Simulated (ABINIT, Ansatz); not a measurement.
## ScSi3 (Pm-3m): zone-centre phonons

Which modes does ScSi3 (Pm-3m) have at the zone centre?

Program: ABINIT 10.8.3. Level of theory: DFT LDA, scalar-relativistic, plane waves, PseudoDojo norm-conserving pseudopotentials. Results are calculated unless marked as measured.

The structure was built from a prototype and need not be the compound's stable phase.

### Step 1. The structure

It takes space group Pm-3m (No. 221, cubic). Conventional cell: a = 3.893 Å, b = 3.893 Å, c = 3.893 Å, α = 90.00°, β = 90.00°, γ = 90.00°. Nearest to Sc lie 12 Si at 2.75 Å. Si has 8 Si at 2.75 Å and 4 Sc at 2.75 Å nearest. Farther neighbours are not listed.

### Step 2. Relaxation

The harmonic expansion needs vanishing forces, and a free crystal bears no stress, so cell and atoms are brought to rest. Stress is more sensitive to the basis than forces are: the last 3 Ha under the cutoff are smoothed with ecutsm, and the cutoff is raised above that of the later runs.

The starting cell comes from a relaxation made beforehand in Ansatz (LDA, PseudoDojo NC).

The input, relax.abi:

```
# relaxation
ionmov 2
optcell 2
dilatmx 1.08
ntime 40
tolmxf 1.0d-05
tolvrs 1.0d-14
prtwf 0
prtden 0
chksymtnons 0

# basis, mesh and filling
ecut 43.0
ecutsm 3.0
ngkpt 8 8 8
nshiftk 1
shiftk 0.0 0.0 0.0
istwfk *1
occopt 7
tsmear 0.01
nband 18
nstep 100
diemac 1000000.0
prtebands 0
prtgsr 0
useylm 1

# cell and atoms
acell 7.356441645 7.356441645 7.356441645
rprim 
    1.0 0.0 0.0
    0.0 1.0 0.0
    0.0 0.0 1.0
ntypat 2
znucl 21 14
natom 4
typat 1 2 2 2
xred 
    0.0 0.0 0.0
    0.0 0.5 0.5
    0.5 0.0 0.5
    0.5 0.5 0.0
pp_dirpath "./pseudo"
pseudos "Sc.upf, Si.upf"
```

Started as:

```
$ OMP_NUM_THREADS=1 mpirun -n 4 abinit relax.abi > relax.log
```

Numbers of over 12 decimals in the logs are rounded to 6 here.

relax.abo, the main output file:

```text
[banners, grids, parts of the stress and lines that vanish by symmetry left out]
- input  file    -> relax.abi
- output file    -> relax.abo
- root for input  files -> relaxi
[...]
Symmetries : space group Pm -3 m (#221); Bravais cP (primitive cubic)
[...]
mpw =        6816          nfft =      110592          nkpt =          35
[...]
== DATASET  1 ==================================================================
[...]
cutoff_energies: {ecut:  43.0, pawecutdg:  -1.0, }
[...]
ETOT  1  -61.130824204235    -6.113E+01 7.071E-02 5.697E+01
 ETOT  2  -61.140765005774    -9.941E-03 5.447E-02 5.008E+02
 ETOT  3  -61.194527294647    -5.376E-02 9.934E-03 4.778E+01
 ETOT  4  -61.199973703201    -5.446E-03 2.144E-03 6.728E-02
 ETOT  5  -61.199987569120    -1.387E-05 1.716E-03 2.208E-04
[...]
At SCF step   14       vres2   =  1.06E-16 < tolvrs=  1.00E-14 =>converged.
[...]
sigma(1 1)= -6.00926257E-06  sigma(3 2)=  0.00000000E+00
  sigma(2 2)= -6.00926257E-06  sigma(3 1)=  0.00000000E+00
  sigma(3 3)= -6.00926257E-06  sigma(2 1)=  0.00000000E+00
[...]
convergence: {deltae: -4.363E-12, res2:  1.056E-16, residm:  3.514E-05, diffor: null, }
etotal    :  -6.11999878E+01
[...]
ETOT  1  -61.199965777068    -6.120E+01 2.413E-05 2.177E-01
[...]
At SCF step   10       vres2   =  5.12E-15 < tolvrs=  1.00E-14 =>converged.
[...]
sigma(1 1)= -4.03262938E-06  sigma(3 2)=  0.00000000E+00
  sigma(2 2)= -4.03262938E-06  sigma(3 1)=  0.00000000E+00
  sigma(3 3)= -4.03262938E-06  sigma(2 1)=  0.00000000E+00
[...]
convergence: {deltae:  2.032E-12, res2:  5.122E-15, residm:  5.176E-06, diffor: null, }
etotal    :  -6.11999889E+01
[...]
ETOT  1  -61.199893829937    -6.120E+01 5.804E-06 9.047E-01
[...]
ETOT 10  -61.199989778343    -2.046E-12 1.114E-06 1.597E-14
 ETOT 11  -61.199989778344    -1.265E-12 7.557E-07 5.188E-17
 At SCF step   11       vres2   =  5.19E-17 < tolvrs=  1.00E-14 =>converged.
[...]
sigma(1 1)= -8.48344961E-09  sigma(3 2)=  0.00000000E+00
  sigma(2 2)= -8.48344961E-09  sigma(3 1)=  0.00000000E+00
  sigma(3 3)= -8.48344961E-09  sigma(2 1)=  0.00000000E+00
[...]
convergence: {deltae: -1.265E-12, res2:  5.188E-17, residm:  7.557E-07, diffor: null, }
etotal    :  -6.11999898E+01
[...]
At Broyd/MD step   3, gradients are converged :
[...]
sigma(1 1)= -8.48344961E-09  sigma(3 2)=  0.00000000E+00
  sigma(2 2)= -8.48344961E-09  sigma(3 1)=  0.00000000E+00
  sigma(3 3)= -8.48344961E-09  sigma(2 1)=  0.00000000E+00
[...]
- sigma(1 1)= -2.49591705E-04  sigma(3 2)=  0.00000000E+00
- sigma(2 2)= -2.49591705E-04  sigma(3 1)=  0.00000000E+00
- sigma(3 3)= -2.49591705E-04  sigma(2 1)=  0.00000000E+00
[...]
fcart     -0.0000000000E+00 -0.0000000000E+00 -0.0000000000E+00
           strten     -8.4834496086E-09 -8.4834496086E-09 -8.4834496086E-09
================================================================================

[key lines of the parts left out:]
pressure_GPa:   2.4959E-04
Total energy (etotal) [Ha]= -6.11999897783443E+01
```

Wall time 2.4 min (4 MPI ranks of Arm Neoverse V2, shared host); 9.5 min of CPU time.

Little changed from the start: no atom moved by 0.005 Å and no cell edge by 0.1 %.

Read from the output:

```
volume per atom   : 14.77 Å³
pressure          : 2.50e-4 GPa
gap on the k-mesh : 0 eV
```

### Step 3. Ground state

The response is built on these wavefunctions, so the potential is converged far more tightly than an energy would need. Occupations are smeared.

The input, gs.abi:

```
# ground state
tolvrs 1.0d-16
prtden 1
prtwf 1

# basis, mesh and filling
ecut 35.0
ngkpt 8 8 8
nshiftk 1
shiftk 0.0 0.0 0.0
istwfk *1
occopt 7
tsmear 0.01
nband 18
nstep 100
diemac 1000000.0
prtebands 0
prtgsr 0
useylm 1

# cell and atoms
acell 7.360477958 7.360477958 7.360477958
rprim 
    1.0 0.0 0.0
    0.0 1.0 0.0
    0.0 0.0 1.0
ntypat 2
znucl 21 14
natom 4
typat 1 2 2 2
xred 
    0.0 0.0 0.0
    0.0 0.5 0.5
    0.5 0.0 0.5
    0.5 0.5 0.0
pp_dirpath "./pseudo"
pseudos "Sc.upf, Si.upf"
```

Started as:

```
$ OMP_NUM_THREADS=1 mpirun -n 4 abinit gs.abi > gs.log
```

gs.abo, the main output file:

```text
[banners, grids, parts of the stress and lines that vanish by symmetry left out]
- input  file    -> gs.abi
- output file    -> gs.abo
- root for input  files -> gsi
[...]
Symmetries : space group Pm -3 m (#221); Bravais cP (primitive cubic)
[...]
mpw =        3966          nfft =       64000          nkpt =          35
[...]
== DATASET  1 ==================================================================
[...]
cutoff_energies: {ecut:  35.0, pawecutdg:  -1.0, }
[...]
ETOT  1  -61.137426138377    -6.114E+01 6.178E-02 3.064E+01
 ETOT  2  -61.146665496442    -9.239E-03 6.892E-02 2.594E+02
 ETOT  3  -61.195050286541    -4.838E-02 1.103E-02 2.398E+01
 ETOT  4  -61.199814618981    -4.764E-03 3.169E-03 3.140E-02
 ETOT  5  -61.199826451718    -1.183E-05 2.798E-03 2.686E-04
[...]
ETOT 13  -61.199826695127    -1.052E-12 1.137E-04 1.671E-15
 ETOT 14  -61.199826695127     4.690E-13 1.419E-04 1.347E-17
 At SCF step   14       vres2   =  1.35E-17 < tolvrs=  1.00E-16 =>converged.
[...]
sigma(1 1)=  5.02422723E-06  sigma(3 2)=  0.00000000E+00
  sigma(2 2)=  5.02422723E-06  sigma(3 1)=  0.00000000E+00
  sigma(3 3)=  5.02422723E-06  sigma(2 1)=  0.00000000E+00
[...]
convergence: {deltae:  4.690E-13, res2:  1.347E-17, residm:  1.419E-04, diffor: null, }
etotal    :  -6.11998267E+01
[...]
sigma(1 1)=  5.02422723E-06  sigma(3 2)=  0.00000000E+00
  sigma(2 2)=  5.02422723E-06  sigma(3 1)=  0.00000000E+00
  sigma(3 3)=  5.02422723E-06  sigma(2 1)=  0.00000000E+00
[...]
- sigma(1 1)=  1.47817868E-01  sigma(3 2)=  0.00000000E+00
- sigma(2 2)=  1.47817868E-01  sigma(3 1)=  0.00000000E+00
- sigma(3 3)=  1.47817868E-01  sigma(2 1)=  0.00000000E+00
[...]
fcart     -0.0000000000E+00 -0.0000000000E+00 -0.0000000000E+00
           strten      5.0242272259E-06  5.0242272259E-06  5.0242272259E-06
================================================================================

[key lines of the parts left out:]
pressure_GPa:  -1.4782E-01
```

It took 31 s on 4 MPI ranks; 2 min of CPU time.

Numbers from this step:

| Property | Result |
| --- | --- |
| pressure | -0.1478 GPa |

The cell stands at -0.15 GPa: the relaxation ran with a smoothed and higher cutoff, and the difference is a stress of the finite basis.

### Step 4. Linear response at Γ

At q = 0 one unit cell holds all displacements. The response is solved for single atoms along the cell's directions, and symmetry skips those that follow from others. The crystal is treated as a metal, which screens a static field, so no field response is asked.

The input, dfpt_gamma.abi:

```

# common to the responses
getwfk_filepath "gso_WFK"
kptopt 2
nqpt 1
qpt 0.0 0.0 0.0
asr 0
chneut 0

# displacements
rfphon 1
rfatpol 1 4
rfdir 1 1 1
tolvrs 1.0d-10
prtwf 0

# basis, mesh and filling
ecut 35.0
ngkpt 8 8 8
nshiftk 1
shiftk 0.0 0.0 0.0
istwfk *1
occopt 7
tsmear 0.01
nband 18
nstep 100
diemac 1000000.0
prtebands 0
prtgsr 0
useylm 1

# cell and atoms
acell 7.360477958 7.360477958 7.360477958
rprim 
    1.0 0.0 0.0
    0.0 1.0 0.0
    0.0 0.0 1.0
ntypat 2
znucl 21 14
natom 4
typat 1 2 2 2
xred 
    0.0 0.0 0.0
    0.0 0.5 0.5
    0.5 0.0 0.5
    0.5 0.5 0.0
pp_dirpath "./pseudo"
pseudos "Sc.upf, Si.upf"
```

Started as:

```
$ OMP_NUM_THREADS=1 mpirun -n 4 abinit dfpt_gamma.abi > dfpt_gamma.log
```

dfpt_gamma.abo, the main output file:

```text
[banners, grids, parts of the stress and lines that vanish by symmetry left out]
- input  file    -> dfpt_gamma.abi
- output file    -> dfpt_gamma.abo
- root for input  files -> dfpt_gammai
- root for output files -> dfpt_gammao

 Symmetries : space group Pm -3 m (#221); Bravais cP (primitive cubic)
================================================================================
 Values of the parameters that define the memory need of the present run (RF).
     intxc =       0      iscf =       7    lmnmax =      18     lnmax =       6
     mgfft =      40  mpssoang =       3    mqgrid =    3001     natom =       4
  nloc_mem =       1    nspden =       1   nspinor =       1    nsppol =       1
      nsym =      48    n1xccc =    2501    ntypat =       2    occopt =       7
   xclevel =       1
-    mband =          18        mffmem =           1         mkmem =          65
-   mkqmem =          65        mk1mem =          65           mpw =        3966
      nfft =       64000          nkpt =         260
- my_mband =          18
================================================================================
================================================================================

--------------------------------------------------------------------------------
------------- Echo of variables that govern the present computation ------------
--------------------------------------------------------------------------------
-
- outvars: echo of selected default values
-   iomode0 =  0 , fftalg0 =312 , wfoptalg0 =  0
-
- outvars: echo of global parameters not present in the input file
-  max_nthreads =    1
-
 -outvars: echo values of preprocessed input variables
 [... echo left out ...]
================================================================================

 chkinp: Checking input parameters for consistency.

[...]
== DATASET  1 ==================================================================
-   mpi_nproc: 4, omp_nthreads: 1 (-1 if OMP is not activated)

--- !DatasetInfo
iteration_state: {dtset: 1, }
dimensions: {natom: 4, nkpt: 260, mband: 18, nsppol: 1, nspinor: 1, nspden: 1, mpw: 3966, }
cutoff_energies: {ecut:  35.0, pawecutdg:  -1.0, }
electrons: {nelect:   2.30000000E+01, charge:   0.00000000E+00, occopt:   7.00000000E+00, tsmear:   1.00000000E-02, }
meta: {optdriver: 1, rfphon: 1, }
...

 mkfilename: getwfk from: gso_WFK

 Real(R)+Recip(G) space primitive vectors, cartesian coordinates (Bohr,Bohr^-1):
 R(1)=  7.3604780  0.0000000  0.0000000  G(1)=  0.1358607  0.0000000  0.0000000
 R(2)=  0.0000000  7.3604780  0.0000000  G(2)=  0.0000000  0.1358607  0.0000000
 R(3)=  0.0000000  0.0000000  7.3604780  G(3)=  0.0000000  0.0000000  0.1358607
 Unit cell volume ucvol=  3.9876593E+02 bohr^3
 Angles (23,13,12)=  9.00000000E+01  9.00000000E+01  9.00000000E+01 degrees
 setup1 : take into account q-point for computing boxcut.

 getcut: wavevector=  0.0000  0.0000  0.0000  ngfft=  40  40  40
         ecut(hartree)=     35.000   => boxcut(ratio)=   2.04059

--- Pseudopotential description ------------------------------------------------
- pspini: atom type   1  psp file is ./pseudo/Sc.upf

- pspini: atom type   2  psp file is ./pseudo/Si.upf

   7.74436159E+02                                ecore*ucvol(ha*bohr**3)
--------------------------------------------------------------------------------

 ==>  initialize data related to q vector <==

 The list of irreducible perturbations for this q vector is:
    1)    idir= 1    ipert=   1
    2)    idir= 1    ipert=   2
    3)    idir= 2    ipert=   2

[...]
The perturbation idir=   2  ipert=   1 is
 symmetric of a previously calculated perturbation.
 So, its SCF calculation is not needed.

 The perturbation idir=   3  ipert=   1 is
 symmetric of a previously calculated perturbation.
 So, its SCF calculation is not needed.

 The perturbation idir=   3  ipert=   2 is
 symmetric of a previously calculated perturbation.
 So, its SCF calculation is not needed.

 The perturbation idir=   1  ipert=   3 is
 symmetric of a previously calculated perturbation.
 So, its SCF calculation is not needed.

[...]
The perturbation idir=   2  ipert=   4 is
 symmetric of a previously calculated perturbation.
 So, its SCF calculation is not needed.

 The perturbation idir=   3  ipert=   4 is
 symmetric of a previously calculated perturbation.
 So, its SCF calculation is not needed.

--------------------------------------------------------------------------------
 Perturbation wavevector (in red.coord.)   0.000000  0.000000  0.000000
 Perturbation : displacement of atom   1   along direction   1
 Found     8 symmetries that leave the perturbation invariant.

[...]
dfpt_looppert : total number of electrons, from k and k+q
  fully or partially occupied states are    2.300000E+01 and    2.300000E+01.
 Initialisation of the first-order wave-functions :
  ireadwf=   0

--- !BeginCycle
iteration_state: {dtset: 1, }
solver: {iscf: 7, nstep: 100, nline: 4, wfoptalg: 0, }
tolerances: {tolvrs: 1.00E-10, }
...

     iter   2DEtotal(Ha)        deltaE(Ha) residm    vres2
-ETOT  1   9.778305     -3.781E+03 2.195E+01 7.308E+03
 ETOT  2   4.786692     -4.992E+00 1.147E+00 1.897E+02
 ETOT  3   4.643471     -1.432E-01 1.323E-01 1.386E+01
 ETOT  4   4.630261     -1.321E-02 1.502E-01 4.563E-01
 ETOT  5   4.629999     -2.612E-04 6.547E-02 6.092E-03
[...]
At SCF step   11       vres2   =  4.39E-13 < tolvrs=  1.00E-10 =>converged.
[...]
Mean square residual over all n,k,spin=   10.057E-06; max=  11.637E-03

 Thirteen components of 2nd-order total energy (hartree) are
 1,2,3: 0th-order hamiltonian combined with 1st-order wavefunctions
     kin0=   2.98410588E+03 eigvalue=   2.90612707E+02  local=  -2.02965316E+03
 4,5,6: 1st-order hamiltonian combined with 1st and 0th-order wfs
 loc psp =  -3.90729581E+03  Hartree=   1.00735804E+03     xc=  -1.99850215E+02
 note that "loc psp" includes a xc core correction that could be resolved
 7,8,9: eventually, occupation + non-local contributions
    edocc=   3.51116635E+02     enl0=   1.38206305E+03   enl1=  -3.66421006E+03
 1-9 gives the relaxation energy (to be shifted if some occ is /=2.0)
   erelax=  -3.78575293E+03
 10,11,12 Non-relaxation  contributions : frozen-wavefunctions and Ewald
 fr.local=   1.92547067E+03 fr.nonlo=   1.82768907E+03  Ewald=   7.51201634E+01
 13,14 Frozen wf xc core corrections (1) and (2)
 frxc 1  =  -2.23591255E+02  frxc 2 =   1.85694281E+02
 Resulting in :
 2DEtotal=    0.4629993584E+01 Ha. Also 2DEtotal=    0.125988543739E+03 eV
    (2DErelax=   -3.7857529338E+03 Ha. 2DEnonrelax=    3.7903829274E+03 Ha)
    (  non-var. 2DEtotal :    4.6299932310E+00 Ha)

[...]
Perturbation wavevector (in red.coord.)   0.000000  0.000000  0.000000
 Perturbation : displacement of atom   2   along direction   1
 Found     8 symmetries that leave the perturbation invariant.

[...]
dfpt_looppert : total number of electrons, from k and k+q
  fully or partially occupied states are    2.300000E+01 and    2.300000E+01.
 Initialisation of the first-order wave-functions :
  ireadwf=   0

--- !BeginCycle
iteration_state: {dtset: 1, }
solver: {iscf: 7, nstep: 100, nline: 4, wfoptalg: 0, }
tolerances: {tolvrs: 1.00E-10, }
...

     iter   2DEtotal(Ha)        deltaE(Ha) residm    vres2
-ETOT  1  0.448231     -8.342E+01 1.028E+00 9.931E+02
[...]
At SCF step   10       vres2   =  1.92E-11 < tolvrs=  1.00E-10 =>converged.
[...]
Mean square residual over all n,k,spin=   31.257E-09; max=  24.901E-06

 Thirteen components of 2nd-order total energy (hartree) are
 1,2,3: 0th-order hamiltonian combined with 1st-order wavefunctions
     kin0=   7.71001487E+01 eigvalue=  -7.05622280E+00  local=  -4.02699446E+01
 4,5,6: 1st-order hamiltonian combined with 1st and 0th-order wfs
 loc psp =  -4.58968597E+01  Hartree=   1.91593939E+01     xc=  -6.11395915E+00
 note that "loc psp" includes a xc core correction that could be resolved
 7,8,9: eventually, occupation + non-local contributions
    edocc=   6.34159322E+00     enl0=   3.45876630E+01   enl1=  -1.21600486E+02
 1-9 gives the relaxation energy (to be shifted if some occ is /=2.0)
   erelax=  -8.37486730E+01
 10,11,12 Non-relaxation  contributions : frozen-wavefunctions and Ewald
 fr.local=   1.56352138E+01 fr.nonlo=   5.94845564E+01  Ewald=   1.02780796E+01
 13,14 Frozen wf xc core corrections (1) and (2)
 frxc 1  =  -7.46349749E+00  frxc 2 =   5.93283487E+00
 Resulting in :
 2DEtotal=    0.1185141622E+00 Ha. Also 2DEtotal=    0.322493464219E+01 eV
    (2DErelax=   -8.3748672987E+01 Ha. 2DEnonrelax=    8.3867187149E+01 Ha)
    (  non-var. 2DEtotal :    1.1851452697E-01 Ha)

[...]
Perturbation wavevector (in red.coord.)   0.000000  0.000000  0.000000
 Perturbation : displacement of atom   2   along direction   2
 Found     4 symmetries that leave the perturbation invariant.

--------------------------------------------------------------------------------

--------------------------------------------------------------------------------

 dfpt_looppert : total number of electrons, from k and k+q
  fully or partially occupied states are    2.300000E+01 and    2.300000E+01.
 Initialisation of the first-order wave-functions :
  ireadwf=   0

--- !BeginCycle
iteration_state: {dtset: 1, }
solver: {iscf: 7, nstep: 100, nline: 4, wfoptalg: 0, }
tolerances: {tolvrs: 1.00E-10, }
...

     iter   2DEtotal(Ha)        deltaE(Ha) residm    vres2
-ETOT  1   4.315568     -8.952E+01 9.631E-01 2.295E+03
[...]
ETOT 10   3.636513     -1.738E-11 2.320E-02 1.403E-10
 ETOT 11   3.636513      1.279E-13 3.806E-03 5.926E-12

 At SCF step   11       vres2   =  5.93E-12 < tolvrs=  1.00E-10 =>converged.
[...]
Mean square residual over all n,k,spin=   35.803E-07; max=  38.056E-04

 Thirteen components of 2nd-order total energy (hartree) are
 1,2,3: 0th-order hamiltonian combined with 1st-order wavefunctions
     kin0=   8.35071860E+01 eigvalue=  -7.64018340E+00  local=  -4.63122822E+01
 4,5,6: 1st-order hamiltonian combined with 1st and 0th-order wfs
 loc psp =  -4.37787358E+01  Hartree=   2.04627973E+01     xc=  -6.48753476E+00
 note that "loc psp" includes a xc core correction that could be resolved
 7,8,9: eventually, occupation + non-local contributions
    edocc=   6.13310793E+00     enl0=   4.05391173E+01   enl1=  -1.36625680E+02
 1-9 gives the relaxation energy (to be shifted if some occ is /=2.0)
   erelax=  -9.02022079E+01
 10,11,12 Non-relaxation  contributions : frozen-wavefunctions and Ewald
 fr.local=  -3.75731370E+01 fr.nonlo=   7.37401116E+01  Ewald=   5.97374650E+01
 13,14 Frozen wf xc core corrections (1) and (2)
 frxc 1  =  -7.33275019E+00  frxc 2 =   5.26703170E+00
 Resulting in :
 2DEtotal=    0.3636513189E+01 Ha. Also 2DEtotal=    0.989545649838E+02 eV
    (2DErelax=   -9.0202207921E+01 Ha. 2DEnonrelax=    9.3838721110E+01 Ha)
    (  non-var. 2DEtotal :    3.6365130769E+00 Ha)

[...]
---- first-order wavefunction calculations are completed ----

 ==> Compute Derivative Database <==

 [... matrices left out ...]
  Phonon wavevector (reduced coordinates) :  0.00000  0.00000  0.00000
 Phonon energies in Hartree :
  -2.065425E-04 -2.065425E-04 -2.065425E-04  2.713927E-05  2.713927E-05
   2.713927E-05  1.179201E-03  1.179201E-03  1.179201E-03  1.535954E-03
   1.535954E-03  1.535954E-03
 Phonon frequencies in cm-1    :
- -4.533085E+01 -4.533085E+01 -4.533085E+01  5.956382E+00  5.956382E+00
-  5.956382E+00  2.588048E+02  2.588048E+02  2.588048E+02  3.371029E+02
-  3.371029E+02  3.371029E+02

== END DATASET(S) ==============================================================
================================================================================

 -outvars: echo values of variables after computation
            acell      7.3604779580E+00  7.3604779580E+00  7.3604779580E+00 Bohr
           etotal      3.6365131893E+00
            fcart      0.0000000000E+00  0.0000000000E+00  0.0000000000E+00
           strten      0.0000000000E+00  0.0000000000E+00  0.0000000000E+00
================================================================================
```

Run time: 2.7 min. Hardware: 4 MPI ranks.

Numbers from this step:

```yaml
largest_acoustic_frequency_at_the_zone_centre_before_the_sum_rule: 5.96 cm⁻¹
highest_optical_zone_centre_mode_no_lo_to_term: 337.1 cm⁻¹
lowest_optical_zone_centre_mode: -45.33 cm⁻¹
```

The acoustic modes at Γ come out as far as 6.0 cm⁻¹ from zero, where they should vanish, a small numerical error. The lowest optical mode is imaginary, 45i cm⁻¹, an instability at this level and on this k mesh.

[end of part 1 of 3]

[Host names and launcher messages were left out of these logs when they were recorded.]

[Logs are printed without paths, hosts, clocks, repeated set-up lines and the standing remarks that a program may print on its own settings, such as how far it seeks lower states.]

[Hosts, paths, dates, database ids (printed as entryN), source tags and the programs' standing remarks are cut or masked in the printed files.]
